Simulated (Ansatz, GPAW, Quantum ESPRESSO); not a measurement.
# Photoemission of the MXene Zr3C2 with O ends, part 5 of 8

Wanted: the XPS lines and the band structure of the MXene Zr3C2 with O ends.

Ansatz 0.2.0, Quantum ESPRESSO 7.5 and GPAW 26.7.0; DFT, LDA, plane-wave PAW, default files, scalar-relativistic (the session's first sound run).

So far, work function, upper face (eV): 5.42 in steps 2, 3 and 5.

## 7. Quantum ESPRESSO: bands

Level of this step: DFT, LDA, plane waves, ultrasoft GBRV pseudopotentials, scalar-relativistic (Quantum ESPRESSO).

The bands are solved at chosen points on the fixed potential, and their plane-wave coefficients give each state's share by layer.

The input, bands.in:

```
&control
  calculation = 'bands'
  prefix = 'pes'
  outdir = './tmp'
  pseudo_dir = './pp'
  verbosity = 'high'
/
&system
  ibrav = 0
  nat = 7
  ntyp = 3
  ecutwfc = 40.0
  ecutrho = 200.0
  occupations = 'smearing'
  nbnd = 36
  smearing = 'fd'
  degauss = 0.00367
/
&electrons
  conv_thr = 4.2e-08
  mixing_beta = 0.3
  electron_maxstep = 120
  mixing_mode = 'local-TF'
  diago_full_acc = .true.
/
ATOMIC_SPECIES
O 15.9990 o_lda_v1.2.uspp.F.UPF
Zr 91.2240 zr_lda_v1.uspp.F.UPF
C 12.0110 c_lda_v1.2.uspp.F.UPF
CELL_PARAMETERS angstrom
 3.264225800 0.000000000 -0.000000000
 -1.632112900 2.826902467 0.000000000
 -0.000000000 -0.000000000 21.700000000
ATOMIC_POSITIONS crystal
O 0.666666667 0.333333333 0.667495880
Zr 0.333333333 0.666666667 0.625991492
C 0.000000000 -0.000000000 0.562021064
Zr 0.666666667 0.333333333 0.500000000
C 0.333333333 0.666666667 0.437978936
Zr 0.000000000 -0.000000000 0.374008508
O 0.666666667 0.333333333 0.332504120
K_POINTS crystal
48
 0.33333333 0.33333333 0.00000000 1
 0.31666667 0.31666667 0.00000000 1
 0.30000000 0.30000000 0.00000000 1
 0.28333333 0.28333333 0.00000000 1
 0.26666667 0.26666667 0.00000000 1
 0.25000000 0.25000000 0.00000000 1
 ! [... 40 more points ...]
 0.36666667 0.26666667 0.00000000 1
 0.35000000 0.30000000 0.00000000 1
```

Started as:

```bash
$ OMP_NUM_THREADS=1 mpirun -n 8 pw.x -nk 8 -in bands.in > bands.out
```

The program printed:

```text
[banner, memory and clock lines left out]
Program PWSCF v.7.5 starts

          URL

     Atomic positions and unit cell read from directory:
     ./tmp/pes.save/

     Message from routine setup:
     using ibrav=0 with symmetry is DISCOURAGED, use correct ibrav instead

     G-vector sticks info

     bravais-lattice index     =            0
     lattice parameter (alat)  =       6.1685  a.u.
     unit-cell volume          =    1351.2862 (a.u.)^3
     number of atoms/cell      =            7
     number of atomic types    =            3
     number of electrons       =        56.00
     number of Kohn-Sham states=           36
     kinetic-energy cutoff     =      40.0000  Ry
     charge density cutoff     =     200.0000  Ry
     Exchange-correlation= SLA  PZ   NOGX NOGC
                           (   1   1   0   0   0   0   0)

     celldm(1)=   6.168493  celldm(2)=   0.000000  celldm(3)=   0.000000
     celldm(4)=   0.000000  celldm(5)=   0.000000  celldm(6)=   0.000000

     crystal axes: (cart. coord. in units of alat)
               a(1) = (   1.000000   0.000000  -0.000000 )
               a(2) = (  -0.500000   0.866025   0.000000 )
               a(3) = (  -0.000000  -0.000000   6.647824 )

     reciprocal axes: (cart. coord. in units 2 pi/alat)
               b(1) = (  1.000000  0.577350  0.000000 )
               b(2) = (  0.000000  1.154701  0.000000 )
               b(3) = (  0.000000  0.000000  0.150425 )

     PseudoPot. # 1 for O  read from file:
     ./pp/o_lda_v1.2.uspp.F.UPF
     Pseudo is Ultrasoft + core correction, Zval =  6.0
     Generated by new atomic code, or converted to UPF format
     Using radial grid of  737 points,  5 beta functions with:
                l(1) =   0
                l(2) =   0
                l(3) =   1
                l(4) =   1
                l(5) =   2
     Q(r) pseudized with  8 coefficients,  rinner =    0.900   0.900   0.900
                                                       0.900   0.900

     PseudoPot. # 2 for Zr read from file:
     ./pp/zr_lda_v1.uspp.F.UPF
     Pseudo is Ultrasoft + core correction, Zval = 12.0
     Generated by new atomic code, or converted to UPF format
     Using radial grid of  887 points,  6 beta functions with:
                l(1) =   0
                l(2) =   0
                l(3) =   1
                l(4) =   1
                l(5) =   2
                l(6) =   2
     Q(r) pseudized with  6 coefficients,  rinner =    1.200   1.200   1.200
                                                       1.200   1.200

     PseudoPot. # 3 for C  read from file:
     ./pp/c_lda_v1.2.uspp.F.UPF
     Pseudo is Ultrasoft + core correction, Zval =  4.0
     Generated by new atomic code, or converted to UPF format
     Using radial grid of  721 points,  4 beta functions with:
                l(1) =   0
                l(2) =   0
                l(3) =   1
                l(4) =   1
     Q(r) pseudized with  8 coefficients,  rinner =    1.100   1.100   1.100

     atomic species   valence    mass     pseudopotential
     O                 6.00    15.99900     O ( 1.00)
     Zr               12.00    91.22400     Zr( 1.00)
     C                 4.00    12.01100     C ( 1.00)

     12 Sym. Ops., with inversion, found ( 6 have fractional translation)

                                    s                        frac. trans.

      isym =  1     identity

 cryst.   s( 1) = (     1          0          0      )
                  (     0          1          0      )
                  (     0          0          1      )

 cart.    s( 1) = (  1.0000000 -0.0000000  0.0000000 )
                  (  0.0000000  1.0000000  0.0000000 )
                  (  0.0000000  0.0000000  1.0000000 )

      isym =  2     180 deg rotation - cart. axis [1,0,0]

 cryst.   s( 2) = (     1          0          0      )    f =( -0.3333333 )
                  (    -1         -1          0      )       (  0.3333333 )
                  (     0          0         -1      )       ( -0.0000000 )

 cart.    s( 2) = (  1.0000000 -0.0000000  0.0000000 )    f =( -0.5000000 )
                  (  0.0000000 -1.0000000  0.0000000 )       (  0.2886751 )
                  (  0.0000000  0.0000000 -1.0000000 )       ( -0.0000000 )

      isym =  3     120 deg rotation - cryst. axis [0,0,1]

 cryst.   s( 3) = (     0          1          0      )
                  (    -1         -1          0      )
                  (     0          0          1      )

 cart.    s( 3) = ( -0.5000000 -0.8660254  0.0000000 )
                  (  0.8660254 -0.5000000  0.0000000 )
                  (  0.0000000  0.0000000  1.0000000 )

      isym =  4     120 deg rotation - cryst. axis [0,0,-1]

 cryst.   s( 4) = (    -1         -1          0      )
                  (     1          0          0      )
                  (     0          0          1      )

 cart.    s( 4) = ( -0.5000000  0.8660254  0.0000000 )
                  ( -0.8660254 -0.5000000  0.0000000 )
                  (  0.0000000  0.0000000  1.0000000 )

      isym =  5     180 deg rotation - cryst. axis [0,1,0]

 cryst.   s( 5) = (    -1         -1          0      )    f =( -0.3333333 )
                  (     0          1          0      )       (  0.3333333 )
                  (     0          0         -1      )       ( -0.0000000 )

 cart.    s( 5) = ( -0.5000000 -0.8660254  0.0000000 )    f =( -0.5000000 )
                  ( -0.8660254  0.5000000  0.0000000 )       (  0.2886751 )
                  (  0.0000000  0.0000000 -1.0000000 )       ( -0.0000000 )

      isym =  6     180 deg rotation - cryst. axis [1,1,0]

 cryst.   s( 6) = (     0          1          0      )    f =( -0.3333333 )
                  (     1          0          0      )       (  0.3333333 )
                  (     0          0         -1      )       ( -0.0000000 )

 cart.    s( 6) = ( -0.5000000  0.8660254  0.0000000 )    f =( -0.5000000 )
                  (  0.8660254  0.5000000  0.0000000 )       (  0.2886751 )
                  (  0.0000000  0.0000000 -1.0000000 )       ( -0.0000000 )

      isym =  7     inversion

 cryst.   s( 7) = (    -1          0          0      )    f =( -0.3333333 )
                  (     0         -1          0      )       (  0.3333333 )
                  (     0          0         -1      )       ( -0.0000000 )

 cart.    s( 7) = ( -1.0000000  0.0000000  0.0000000 )    f =( -0.5000000 )
                  (  0.0000000 -1.0000000  0.0000000 )       (  0.2886751 )
                  (  0.0000000  0.0000000 -1.0000000 )       ( -0.0000000 )

      isym =  8     inv. 180 deg rotation - cart. axis [1,0,0]

 cryst.   s( 8) = (    -1          0          0      )
                  (     1          1          0      )
[...]
k(    6) = (   0.2500000   0.4330127   0.0000000), wk =   0.0416667
        k(    7) = (   0.2333333   0.4041452   0.0000000), wk =   0.0416667
        k(    8) = (   0.2166667   0.3752777   0.0000000), wk =   0.0416667
        k(    9) = (   0.2000000   0.3464102   0.0000000), wk =   0.0416667
        k(   10) = (   0.1833333   0.3175426   0.0000000), wk =   0.0416667
        k(   11) = (   0.1666667   0.2886751   0.0000000), wk =   0.0416667
        k(   12) = (   0.1500000   0.2598076   0.0000000), wk =   0.0416667
        k(   13) = (   0.1333333   0.2309401   0.0000000), wk =   0.0416667
        k(   14) = (   0.1166667   0.2020726   0.0000000), wk =   0.0416667
        k(   15) = (   0.1000000   0.1732051   0.0000000), wk =   0.0416667
        k(   16) = (   0.0833333   0.1443376   0.0000000), wk =   0.0416667
[...]
cryst. coord.
[...]
k(   41) = (   0.4666667   0.0666667   0.0000000), wk =   0.0416667
        k(   42) = (   0.4500000   0.1000000   0.0000000), wk =   0.0416667
        k(   43) = (   0.4333333   0.1333333   0.0000000), wk =   0.0416667
        k(   44) = (   0.4166667   0.1666667   0.0000000), wk =   0.0416667
        k(   45) = (   0.4000000   0.2000000   0.0000000), wk =   0.0416667
        k(   46) = (   0.3833333   0.2333333   0.0000000), wk =   0.0416667
        k(   47) = (   0.3666667   0.2666667   0.0000000), wk =   0.0416667
        k(   48) = (   0.3500000   0.3000000   0.0000000), wk =   0.0416667

     Dense  grid:    64469 G-vectors     FFT dimensions: (  27,  27, 192)

     Smooth grid:    46353 G-vectors     FFT dimensions: (  27,  27, 180)

     Dynamical RAM for                 wfc:       3.17 MB

     Dynamical RAM for     wfc (w. buffer):       3.17 MB

     Dynamical RAM for           str. fact:       2.95 MB

     Dynamical RAM for           local pot:       0.00 MB

     Dynamical RAM for          nlocal pot:       8.46 MB

     Dynamical RAM for                qrad:       3.41 MB

     Dynamical RAM for          rho,v,vnew:       6.15 MB

     Dynamical RAM for           G-vectors:       4.04 MB

     Dynamical RAM for          h,s,v(r/c):       0.24 MB

     Dynamical RAM for          <psi|beta>:       0.05 MB

     Dynamical RAM for                 psi:       6.34 MB

     Dynamical RAM for                hpsi:       6.34 MB

     Dynamical RAM for                spsi:       6.34 MB

     Dynamical RAM for      wfcinit/wfcrot:       6.37 MB

     Dynamical RAM for           addusdens:      24.10 MB

     Check: negative core charge=   -0.000001

     The potential is recalculated from file :
     ./tmp/pes.save/charge-density

     negative rho (up, down):  1.902E-01 0.000E+00
     Starting wfcs are   55 randomized atomic wfcs

     Band Structure Calculation
     Davidson diagonalization with overlap

     Computing kpt #:     1  of     6 on this pool

     Computing kpt #:     2  of     6 on this pool

     Computing kpt #:     3  of     6 on this pool

     Computing kpt #:     4  of     6 on this pool

     Computing kpt #:     5  of     6 on this pool

     Computing kpt #:     6  of     6 on this pool

     ethr =  7.50E-11,  avg # of iterations = 36.6

     End of band structure calculation

          k = 0.3333 0.5774 0.0000 (  5802 PWs)   bands (ev):

   -45.6088 -45.6088 -44.7751 -24.4258 -24.4090 -24.0963 -24.0963 -23.7869
   -23.7869 -23.1963 -23.1963 -22.9722 -14.6745 -14.6740  -6.1371  -6.1371
    -2.0122  -2.0122  -1.6191  -1.4665  -1.4665  -1.2122  -0.0865   0.0612
     0.0612   0.5483   0.5483   0.8694   5.2965   5.2965   5.8980   5.8980
     6.3936   7.6021   7.6201   7.6201

          k = 0.3167 0.5485 0.0000 (  5780 PWs)   bands (ev):

   -45.6092 -45.6092 -44.7755 -24.4307 -24.4140 -24.0862 -24.0854 -23.7920
   -23.7840 -23.2280 -23.1605 -22.9723 -14.6769 -14.6764  -6.1956  -6.0828
    -2.0322  -2.0242  -1.6840  -1.4688  -1.4089  -1.1944  -0.1150   0.0352
     0.1109   0.4958   0.6275   0.8838   5.2066   5.3203   5.8629   5.9676
     6.4257   7.5077   7.6427   7.6723

          k = 0.3000 0.5196 0.0000 (  5772 PWs)   bands (ev):

   -45.6106 -45.6106 -44.7767 -24.4406 -24.4243 -24.0594 -24.0576 -23.7981
   -23.7847 -23.2521 -23.1235 -22.9725 -14.6838 -14.6833  -6.2473  -6.0480
    -2.0692  -2.0689  -1.7540  -1.4963  -1.3326  -1.1603  -0.1757   0.0029
     0.1963   0.4844   0.7250   0.9100   5.1214   5.2334   5.8579   6.0601
     6.5039   7.3915   7.6665   7.7032

          k = 0.2833 0.4907 0.0000 (  5762 PWs)   bands (ev):

   -45.6131 -45.6130 -44.7788 -24.4482 -24.4323 -24.0228 -24.0194 -23.8048
   -23.7892 -23.2678 -23.0861 -22.9727 -14.6948 -14.6943  -6.2918  -6.0395
    -2.1310  -2.1112  -1.7832  -1.5364  -1.2914  -1.1365  -0.2488  -0.0153
     0.2993   0.5057   0.8282   0.9393   5.0439   5.0937   5.8630   6.1666
     6.5820   7.2659   7.6821   7.7067

          k = 0.2667 0.4619 0.0000 (  5776 PWs)   bands (ev):

[...]
6.6369   7.1338   7.6783   7.6906

          k = 0.2500 0.4330 0.0000 (  5764 PWs)   bands (ev):

[...]
6.6697   7.0041   7.6235   7.6901

          k = 0.2333 0.4041 0.0000 (  5780 PWs)   bands (ev):

[...]
6.6811   6.8993   7.5505   7.6742

          k = 0.2167 0.3753 0.0000 (  5772 PWs)   bands (ev):

[...]
6.6636   6.8580   7.4651   7.6339

          k = 0.2000 0.3464 0.0000 (  5774 PWs)   bands (ev):

[...]
6.6128   6.8838   7.3672   7.5607

          k = 0.1833 0.3175 0.0000 (  5780 PWs)   bands (ev):

[...]
6.5391   6.9363   7.2549   7.4513

          k = 0.1667 0.2887 0.0000 (  5782 PWs)   bands (ev):

[...]
6.4661   6.9852   7.1324   7.3117

          k = 0.1500 0.2598 0.0000 (  5762 PWs)   bands (ev):

[...]
6.4147   6.9946   7.0048   7.1700

          k = 0.1333 0.2309 0.0000 (  5754 PWs)   bands (ev):

[...]
6.3696   6.8737   6.8821   7.1037

          k = 0.1167 0.2021 0.0000 (  5754 PWs)   bands (ev):

[...]
6.2620   6.6907   6.7728   7.0623

          k = 0.1000 0.1732 0.0000 (  5749 PWs)   bands (ev):

[...]
6.0575   6.4775   6.7430   6.9880

          k = 0.0833 0.1443 0.0000 (  5757 PWs)   bands (ev):

[...]
5.8316   6.2616   6.7457   6.8944

[...]
k = 0.4667 0.3464 0.0000 (  5776 PWs)   bands (ev):

[...]
6.8081   7.2658   7.4441   8.2581

          k = 0.4500 0.3753 0.0000 (  5784 PWs)   bands (ev):

[...]
6.6989   7.2883   7.4894   8.1897

          k = 0.4333 0.4041 0.0000 (  5788 PWs)   bands (ev):

[...]
6.5948   7.3150   7.5176   8.1174

          k = 0.4167 0.4330 0.0000 (  5772 PWs)   bands (ev):

[...]
6.5245   7.3499   7.5227   8.0438

          k = 0.4000 0.4619 0.0000 (  5776 PWs)   bands (ev):

[...]
6.5017   7.3948   7.5086   7.9680

          k = 0.3833 0.4907 0.0000 (  5772 PWs)   bands (ev):

[...]
6.4927   7.4484   7.4945   7.8885

          k = 0.3667 0.5196 0.0000 (  5780 PWs)   bands (ev):

   -45.6102 -45.6102 -44.7764 -24.4500 -24.4336 -24.0532 -24.0524 -23.8009
   -23.7808 -23.2627 -23.1153 -22.9726 -14.6842 -14.6836  -6.2773  -6.0028
    -2.1265  -2.0899  -1.7642  -1.4984  -1.2594  -1.1464  -0.2168   0.0777
     0.1985   0.4480   0.6276   1.0206   4.9453   5.4307   5.8778   6.0550
     6.4644   7.5059   7.5075   7.8041

          k = 0.3500 0.5485 0.0000 (  5788 PWs)   bands (ev):

   -45.6092 -45.6092 -44.7755 -24.4320 -24.4154 -24.0852 -24.0846 -23.7927
   -23.7831 -23.2306 -23.1582 -22.9723 -14.6770 -14.6764  -6.2040  -6.0725
    -2.0400  -2.0269  -1.6868  -1.4855  -1.3806  -1.1932  -0.1252   0.0726
     0.0893   0.4916   0.6102   0.9015   5.1544   5.3796   5.8618   5.9682
     6.4189   7.5562   7.5605   7.7135

     XML data file, pseudopotentials, collected wavefunctions

                                        0.00s GPU  (     215 calls)
```

It took 18 s on 8 MPI ranks of Arm Neoverse V2, shared host; 2.4 min of CPU time.

A(k,E), total over k along the path and E. Zero: Fermi level.

Values in eV⁻¹, 12 rows by 16 columns, each cell a mean:
```
2.52 2.01 1.99 2.36 2.57 2.02 1.74 1.73 2.34 2.15 1.66 0.91 0.82 1.37 2.37 2.60
1.92 1.82 1.22 0.78 1.35 2.75 2.64 3.05 2.38 1.53 0.99 0.87 0.82 0.95 1.22 1.86
0.17 0.32 0.94 1.42 1.47 1.47 2.27 1.65 0.93 0.35 0.24 0.27 0.28 0.52 0.77 0.19
0.09 0.10 0.13 0.17 0.26 0.74 1.90 1.37 0.58 0.93 0.98 0.94 0.92 0.69 0.13 0.09
0.13 0.16 0.20 0.44 1.53 2.24 1.20 1.74 2.06 1.62 1.51 1.82 1.92 1.05 0.23 0.14
1.01 1.63 2.30 2.84 2.05 1.33 1.64 1.42 1.71 1.90 1.39 0.86 0.73 1.31 1.43 1.03
3.98 3.16 2.54 2.16 2.28 1.69 0.84 1.28 1.95 2.00 2.19 2.39 2.35 2.59 3.32 3.97
1.55 1.79 1.48 0.94 0.39 0.44 0.76 0.59 0.37 0.80 1.43 1.98 2.46 2.61 2.30 1.57
4.13 3.60 3.63 3.33 2.60 1.54 1.13 1.28 2.08 3.28 3.50 3.06 2.67 2.48 2.86 4.05
1.35 1.79 1.96 2.36 3.12 4.15 4.54 4.40 3.63 2.41 2.02 1.75 1.35 1.66 1.95 1.40
0.13 0.15 0.16 0.18 0.22 0.28 0.32 0.30 0.25 0.22 0.24 0.46 0.85 0.55 0.19 0.13
0.06 0.06 0.06 0.06 0.07 0.08 0.08 0.08 0.07 0.07 0.07 0.07 0.08 0.08 0.06 0.06
```
Columns: k along the path (Å⁻¹) from 0 to 3.04; rows upwards: E (eV) from -7.7 to 3.60.

Peaks of A(k,E) at the labelled points: for each region the eleven nearest the zero at most, each over 6 % of that point's highest, less those above the energy where the solved bands run out; weight and spread sum the levels within three half widths or 0.3 eV, so near peaks share levels. Peaks of the spectral function, the first 40 of 79 rows:

| point | weight on | E (eV) | A (1/eV) | weight near the peak | rms spread of levels (eV) |
| --- | --- | --- | --- | --- | --- |
| K | total | -4.9 | 4.95 | 3 | 0.185 |
| K | total | -4.38 | 6.267 | 4 | 0.146 |
| K | total | -2.84 | 5.915 | 3 | 0.07 |
| K | total | -2.34 | 5.175 | 3 | 0.151 |
| K | total | -2.06 | 3.194 | 3 | 0.151 |
| K | total | 2.4 | 4.542 | 2 | 0 |
| K | total | 3 | 4.679 | 2 | 0 |
| K | total | 3.5 | 2.571 | 1 | 0 |
| K | top | -4.9 | 2.356 | 1.359 | 0.177 |
| K | top | -4.38 | 2.69 | 1.731 | 0.147 |
| K | top | -2.88 | 1.406 | 0.731 | 0.074 |
| K | top | -2.34 | 1.376 | 0.852 | 0.156 |
| K | top | -2.04 | 0.978 | 0.852 | 0.156 |
| K | top | 2.4 | 1.717 | 0.751 | 0 |
| K | top | 3 | 2.082 | 0.924 | 0 |
| K | middle | -4.42 | 0.895 | 0.538 | 0.121 |
| K | middle | -2.84 | 3.158 | 1.539 | 0.059 |
| K | middle | -2.34 | 2.423 | 1.297 | 0.142 |
| K | middle | 2.4 | 1.107 | 0.497 | 0 |
| K | middle | 3.02 | 0.519 | 0.151 | 0 |
| K | middle | 3.5 | 1.598 | 0.729 | 0 |
| Γ | total | -5.18 | 9.197 | 6 | 0.18 |
| Γ | total | -3.1 | 2.271 | 1 | 0 |
| Γ | total | -1.84 | 4.36 | 2 | 0 |
| Γ | total | -0.52 | 2.379 | 1 | 0 |
| Γ | total | 0.32 | 4.453 | 2 | 0 |
| Γ | total | 1.56 | 5.859 | 3 | 0.059 |
| Γ | total | 2.36 | 4.63 | 2 | 0 |
| Γ | total | 3.2 | 2.656 | 1 | 0 |
| Γ | top | -5.18 | 4.422 | 2.79 | 0.171 |
| Γ | top | -3.1 | 0.698 | 0.307 | 0 |
| Γ | top | -1.84 | 0.612 | 0.269 | 0 |
| Γ | top | -0.52 | 0.711 | 0.303 | 0 |
| Γ | top | 0.32 | 1.201 | 0.536 | 0 |
| Γ | top | 1.58 | 1.704 | 0.859 | 0.059 |
| Γ | top | 2.36 | 2.134 | 0.954 | 0 |
| Γ | top | 3.2 | 0.862 | 0.33 | 0 |
| Γ | middle | -5.52 | 0.507 | 0.313 | 0.161 |
| Γ | middle | -5.18 | 0.353 | 0.42 | 0.261 |
| Γ | middle | -4.92 | 0.323 | 0.21 | 0.139 |

Levels are drawn here with a half width of 0.15 eV, so heights of A(k,E) don't compare between steps with other widths.

[end of part 5 of 8]

[Logs are printed without paths, hosts, clocks, repeated set-up lines and the standing remarks that a program may print on its own settings, such as how far it seeks lower states.]

[Hosts, paths, dates, database ids (printed as entryN), source tags and the programs' standing remarks are cut or masked in the printed files.]

[Maps of the electrostatic potential energy from Ansatz leave out the sawtooth potential of an applied field or a dipole correction, so their vacuum need not be flat; work functions include it.]
